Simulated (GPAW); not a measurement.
## How TiSi2 (Zhiqinite) absorbs and reflects light

Aim: the dielectric function of TiSi2 (Zhiqinite), and the optical constants that follow from it. The cell comes from an older database entry, whose edges can differ from later determinations, mostly by under a per cent.

Calculated with GPAW 26.7.0; DFT, PBE, plane-wave PAW (GPAW data sets), scalar-relativistic, RPA, optical limit.

The database entry behind the starting cell is an old determination (1939), so it need not match the best structure at ambient conditions.

## 1. The starting structure

It takes space group Fddd (No. 70, orthorhombic). The conventional cell has a = 4.773 Å, b = 8.236 Å, c = 8.523 Å, α = 90.00°, β = 90.00°, γ = 90.00°. Nearest to Ti lie 10 Si at 2.54 to 2.75 Å. Nearest to Si lie 5 Ti at 2.54 to 2.75 Å and 5 Si at 2.54 to 2.75 Å. Farther neighbours are not listed.

Coordinates:

```xyz
6
Lattice="0.0000 4.1180 4.2615 2.3865 0.0000 4.2615 2.3865 4.1180 0.0000" Properties=species:S:1:pos:R:3 pbc="T T T"
Ti    2.3865    4.1180    4.2615
Ti    3.5797    6.1770    6.3922
Si    2.3865    6.8606    4.2615
Si    2.3865    1.3754    4.2615
Si    1.1932    3.4344    2.1307
Si    1.1932    0.6836    2.1307
```

## 2. Dielectric function, RPA

Transitions between filled and empty bands, summed over the zone, give the optical response, so mesh, band count and broadening shape it.

The induced potential is part of this response.

df.py reads:

```python
from gpaw.response.df import DielectricFunction

df = DielectricFunction('full.gpw', frequencies={'type': 'nonlinear', 'domega0': 0.03, 'omega2': 8},
                        ecut=50,
                        eta=0.15,
                        nbands=59,
                        rate=0.05,
                        txt='df.txt')
for direction in ['x', 'y', 'z']:
    df.get_dielectric_function(xc='RPA', direction=direction, filename=f'df_{direction}.csv')
```

On the command line:

```
> OMP_NUM_THREADS=1 python df.py
```

Numbers of over 12 decimals in the logs are rounded to 6 here.

The program printed:

```text
Using integrator: PointIntegrator
NonLinearFrequencyDescriptor(from 0.000 to 81.130 eV, 521 points)
Nonperiodic BCs:  [False False False]
Using integrator: PointIntegrator
NonLinearFrequencyDescriptor(from 0.000 to 81.130 eV, 521 points)
Nonperiodic BCs:  [False False False]
Using integrator: PointIntegrator

Calculating chi0 body with:
    Ground state adapter containing:
    Number of spins: 1
    Number of kpoints: 1000
    Number of irreducible kpoints: 171
    Number of completely occupied states: 17
    Number of partially occupied states: 22

    Linear response parametrization:
    q_c: [0.0, 0.0, 0.0]
    Number of frequency points: 521
    Planewave cutoff: 50.0
    Number of bands: 59
    Number of planewaves: 71
    Broadening (eta): 0.15

Integrating chi0 body.

Symmetries of q_c:
    Direct symmetries (Uq -> q): 4
    Indirect symmetries (TUq -> q): 4
In total 8 allowed symmetries.

171 groups of equivalent kpoints. 82.900000% reduction.

Integral kind: spectral function

Calculating chi0 optical extensions with:
    Ground state adapter containing:
    Number of spins: 1
    Number of kpoints: 1000
    Number of irreducible kpoints: 171
    Number of completely occupied states: 17
    Number of partially occupied states: 22

    Linear response parametrization:
    Number of frequency points: 521
    Planewave cutoff: 50.0
    Number of bands: 59
    Number of planewaves: 71
    Broadening (eta): 0.15
Integrating chi0 head and wings.

Symmetries of q_c:
    Direct symmetries (Uq -> q): 4
    Indirect symmetries (TUq -> q): 4
In total 8 allowed symmetries.

171 groups of equivalent kpoints. 82.900000% reduction.

Integral kind: spectral function wings

Calculating drude chi0 with:
    Number of frequency points:521
    Plasma frequency decay rate: 0.05 eV

    Ground state adapter containing:
    Number of spins: 1
    Number of kpoints: 1000
    Number of irreducible kpoints: 171
    Number of completely occupied states: 17
    Number of partially occupied states: 22

Symmetries of q_c:
    Direct symmetries (Uq -> q): 4
    Indirect symmetries (TUq -> q): 4
In total 8 allowed symmetries.

171 groups of equivalent kpoints. 82.900000% reduction.

Integral kind: intraband
Plasma frequency:
[[4.63-0.j 0.  +0.j 0.  +0.j]
 [0.  +0.j 5.01-0.j 0.  +0.j]
 [0.  +0.j 0.  +0.j 3.58-0.j]]
```

Wall time 2.2 min (1 thread of Intel Xeon Platinum 8375C at 2.90GHz (Ice Lake), shared host); peak memory 0.43 GiB.

Some rows of df_x.csv (energy; Re and Im without local fields; Re and Im with them):

```text
0.000000, 8613.475294, -0.000000, 8613.397538, -0.000000
0.460735, -68.174151, 35.677625, -68.289462, 35.697231
0.943989, 4.457719, 15.437876, 4.307754, 15.313048
1.451455, 10.834182, 20.257123, 10.891111, 20.118683
1.984998, 8.807581, 17.308196, 8.853453, 17.362253
2.546682, 11.444657, 16.248076, 11.275966, 16.257149
3.138794, 6.937428, 19.840697, 7.006960, 19.710858
3.763875, 6.556944, 18.584831, 6.642225, 18.464510
4.424758, 2.697571, 19.696110, 2.957740, 19.715267
5.124608, -3.133299, 20.641099, -3.330960, 20.995472
5.866977, -8.894551, 15.356314, -9.095194, 15.111531
6.655862, -9.463016, 7.863162, -9.413060, 7.754593
7.495775, -7.506745, 4.936975, -7.373219, 4.871372
8.391833, -5.687661, 2.627695, -5.596182, 2.631574
9.349861, -4.339162, 1.785908, -4.234896, 1.885604
10.376517, -3.146578, 0.970622, -3.134556, 1.044593
11.479449, -2.239315, 0.652034, -2.237929, 0.731266
12.667487, -1.543479, 0.405068, -1.570855, 0.459601
13.950874, -1.034914, 0.268992, -1.068525, 0.318519
```

Sum at mesh points, not converged in k. The Im ε by photon energy; read off at these points:

```tsv
photon energy (eV)	E ∥ x	E ∥ y	E ∥ z
0.500	30.7	47.2	31.1
0.750	17.3	33.3	24.8
1.000	16.1	26.8	24.9
1.250	20.5	22.8	22.2
1.500	20.4	17.7	21.2
1.591	20.7	17.2	20.2
1.750	19.5	18.6	19.3
2.000	17.3	20.2	18.3
2.250	16.7	20.6	17.4
2.500	16.0	17.8	16.4
2.750	18.7	16.5	17.2
2.938	20.1	16.7	18.9
3.000	20.1	16.5	19.2
3.250	18.9	15.0	21.8
3.500	17.9	14.0	23.1
3.750	18.3	14.8	23.2
4.000	19.3	15.3	23.9
4.250	19.6	17.3	19.8
4.500	19.8	19.5	20.1
4.750	20.8	20.8	20.2
4.793	21.0	20.9	20.1
5.000	21.4	20.0	19.2
5.250	20.1	19.1	17.1
5.500	18.4	17.8	14.9
5.750	16.1	16.6	13.6
6.000	13.8	13.9	12.4
6.250	11.7	11.8	11.2
6.500	9.03	9.55	9.80
6.750	7.24	7.49	8.14
7.000	6.55	6.25	6.20
7.250	5.70	5.37	5.12
7.500	4.86	4.52	4.48
7.750	4.19	4.02	3.85
8.000	3.42	3.57	3.26
8.250	2.92	2.99	2.71
8.500	2.51	2.59	2.48
8.750	2.36	2.35	2.20
9.000	2.15	2.08	1.96
9.250	1.97	1.84	1.78
9.500	1.73	1.65	1.59
9.750	1.43	1.44	1.42
10.000	1.26	1.31	1.27
10.250	1.13	1.24	1.26
10.500	0.989	1.16	1.14
10.750	0.931	1.06	1.01
11.000	0.838	0.958	0.947
11.250	0.768	0.926	0.929
11.500	0.727	0.871	0.846
11.750	0.669	0.810	0.766
12.000	0.581	0.673	0.682
12.250	0.506	0.591	0.637
12.500	0.471	0.544	0.583
12.750	0.452	0.521	0.539
13.000	0.430	0.510	0.502
13.250	0.379	0.451	0.459
13.500	0.360	0.445	0.448
13.750	0.338	0.431	0.417
```

Values under 1 per cm are given as 1; sum at mesh points, not converged in k. Table of absorption coefficient by photon energy:

```tsv
photon energy (eV)	E ∥ x (1/cm)	E ∥ y (1/cm)	E ∥ z (1/cm)
0.492	3.9e5	4.3e5	2.4e5
1.010	2.3e5	4.2e5	2.9e5
1.486	3.7e5	4.1e5	3.8e5
1.985	4.6e5	5.2e5	4.6e5
2.508	5.2e5	6.7e5	5.3e5
3.018	7.9e5	7.8e5	7.1e5
3.510	9.0e5	7.9e5	1.0e6
3.980	1.1e6	9.3e5	1.3e6
4.516	1.3e6	1.3e6	1.5e6
4.981	1.7e6	1.7e6	1.8e6
5.515	2.0e6	1.9e6	1.9e6
6.021	2.2e6	2.2e6	2.1e6
6.494	2.3e6	2.3e6	2.2e6
6.985	2.2e6	2.2e6	2.2e6
7.496	2.2e6	2.1e6	2.1e6
8.026	2.1e6	2.1e6	2.1e6
8.516	2.0e6	2.0e6	2.0e6
9.023	2.0e6	2.0e6	1.9e6
9.483	2.0e6	1.9e6	1.9e6
10.026	1.9e6	1.9e6	1.8e6
10.519	1.9e6	1.8e6	1.8e6
11.029	1.8e6	1.8e6	1.7e6
11.479	1.8e6	1.7e6	1.7e6
12.023	1.7e6	1.7e6	1.7e6
12.504	1.6e6	1.6e6	1.6e6
13.000	1.6e6	1.6e6	1.6e6
13.512	1.5e6	1.5e6	1.5e6
```

Sum at mesh points, not converged in k. Table of reflectivity at normal incidence by photon energy; read off at these points:

```tsv
photon energy (eV)	E ∥ x (%)	E ∥ y (%)	E ∥ z (%)
0.500	88.2	87.0	68.3
0.750	66.2	72.4	53.0
1.000	45.2	62.8	52.6
1.250	49.2	56.6	50.5
1.500	49.0	48.8	49.7
1.591	49.4	47.1	48.9
1.750	48.5	47.8	48.0
2.000	46.2	49.3	47.1
2.250	45.4	50.9	46.2
2.500	44.7	48.3	45.1
2.750	47.5	46.6	46.1
3.000	49.1	46.9	47.9
3.250	48.6	45.5	50.3
3.500	47.6	43.0	51.9
3.750	47.9	43.9	53.0
4.000	49.4	44.6	55.5
4.250	50.5	46.7	53.7
4.500	51.4	50.1	54.0
4.750	53.3	53.1	56.1
5.000	56.2	55.3	57.9
5.250	58.7	56.4	59.8
5.500	60.8	58.7	60.5
5.750	62.7	61.0	60.3
6.000	64.8	64.0	62.1
6.250	67.0	66.0	63.2
6.500	69.3	68.1	65.3
6.750	69.5	69.8	68.4
7.000	68.2	69.7	70.6
7.250	69.3	70.0	70.9
7.500	70.4	70.6	70.9
7.750	71.4	70.2	71.5
8.000	73.1	70.7	72.5
8.250	73.5	72.2	73.4
8.500	73.3	72.2	72.1
8.750	72.2	71.7	72.7
9.000	72.1	72.3	72.3
9.250	72.3	72.5	72.5
9.500	73.6	72.7	72.6
9.750	75.3	73.3	72.9
10.000	75.4	72.7	72.4
10.250	75.8	71.6	70.9
10.500	76.1	71.5	71.5
10.750	75.3	71.5	72.1
11.000	75.7	71.7	71.0
11.250	75.4	70.4	69.8
11.500	74.8	70.3	70.5
11.750	75.1	70.9	71.2
12.000	76.4	73.2	71.8
12.250	77.2	73.7	71.4
12.342	77.2	73.6	71.4
12.500	76.5	73.3	71.6
12.750	75.6	72.1	71.4
13.000	75.2	71.1	71.4
13.250	76.0	71.9	71.3
13.500	75.2	70.1	70.0
13.750	74.8	69.4	70.3
```

Sum at mesh points, not converged in k. Table of Im ε, E ∥ x by photon energy; read off at these points:

```tsv
photon energy (eV)	without local fields	with local fields
0.50	30.7	30.7
1.00	16.3	16.1
1.50	20.5	20.4
1.59	20.8	20.7
2.00	17.2	17.3
2.50	16.0	16.0
2.94	20.3	20.1
3.00	20.3	20.1
3.50	17.9	17.9
4.00	19.4	19.3
4.50	19.7	19.8
4.93	21.0	21.4
5.00	21.0	21.4
5.50	18.4	18.4
6.00	14.1	13.8
6.50	9.17	9.03
7.00	6.69	6.55
7.50	4.93	4.86
8.00	3.42	3.42
8.50	2.51	2.51
9.00	2.12	2.15
9.50	1.61	1.73
10.00	1.18	1.26
10.50	0.917	0.989
11.00	0.769	0.838
11.50	0.647	0.727
12.00	0.510	0.581
12.50	0.416	0.471
13.00	0.378	0.430
13.50	0.308	0.360
```

Sum at mesh points, not converged in k. Table of loss function −Im 1/ε at q → 0 by energy loss; read off at these points:

```tsv
energy loss (eV)	E ∥ x	E ∥ y	E ∥ z
0.50	0.00784	0.00749	0.0278
0.88	0.0659	0.0299	0.0325
1.00	0.0515	0.0354	0.0325
1.50	0.0382	0.0544	0.0364
2.00	0.0457	0.0428	0.0405
2.50	0.0428	0.0530	0.0416
3.00	0.0422	0.0567	0.0373
3.50	0.0503	0.0632	0.0387
4.00	0.0482	0.0569	0.0416
4.50	0.0497	0.0489	0.0498
5.00	0.0465	0.0497	0.0494
5.50	0.0474	0.0513	0.0543
6.00	0.0489	0.0502	0.0572
6.50	0.0494	0.0510	0.0569
7.00	0.0606	0.0576	0.0550
7.50	0.0624	0.0637	0.0630
8.00	0.0634	0.0710	0.0671
8.50	0.0725	0.0762	0.0785
9.00	0.0846	0.0846	0.0872
9.50	0.0862	0.0935	0.0959
10.00	0.0907	0.106	0.110
10.50	0.0995	0.124	0.125
11.00	0.114	0.137	0.145
11.50	0.133	0.160	0.161
12.00	0.137	0.157	0.172
12.50	0.159	0.183	0.196
13.00	0.191	0.225	0.224
13.50	0.222	0.272	0.273
```

From ε follow the optical constants at some laser and lamp lines:

```tsv
wavelength (nm)	n x	k x	R (%) x	1/α x	n y	k y	R (%) y	1/α y
1550	2.35	3.448	59.3	36 nm	3.17	5.014	70.2	25 nm
1064	4.10	2.461	48.8	34 nm	3.35	3.581	57.8	24 nm
800	4.11	2.512	49.3	25 nm	3.36	2.586	47.7	25 nm
450	4.10	2.293	47.5	16 nm	3.29	2.497	46.6	14 nm
405	3.83	2.613	49.2	12 nm	3.22	2.530	46.8	13 nm
365	3.56	2.567	48.0	11 nm	3.07	2.269	43.4	13 nm
308	3.55	2.729	49.6	9.0 nm	3.35	2.295	44.6	11 nm
```

A polished face would reflect 47 % of daylight and look light grey (CIE x = 0.315, y = 0.330 under D65).

## 3. Results

At this level (PBE, RPA) TiSi2 is a metal. The mesh is too coarse to trust the carriers' weight, the reflectivity or the colour to better than tens of per cent. A polished face would reflect 47 % of daylight and look light grey (CIE x = 0.315, y = 0.330 under D65). The carriers' damping of 0.05 eV is typed, not computed; it shapes the response at the lowest energies. In this version of GPAW the matrix elements of the optical limit are incomplete, which can lower ε − 1 by up to a tenth where first-row anions or d states rule, and shift it by more in d metals. GPAW's carrier term has the form −ωp²/(ω + i·rate)², which damps like twice the rate and fails at low energy, so the curves leave the lowest energies out. The sum runs over mesh points 0.17 Å⁻¹ apart with no interpolation, so peaks are partly noise of the mesh, and the Drude plasma energy, a sum over the Fermi surface, isn't converged.

[Machine, clock and banner lines and Python warnings are left out of the logs.]

[Logs are printed without paths, hosts, clocks, repeated set-up lines and the standing remarks that a program may print on its own settings, such as how far it seeks lower states.]

[Hosts, paths, dates, database ids (printed as entryN), source tags and the programs' standing remarks are cut or masked in the printed files.]
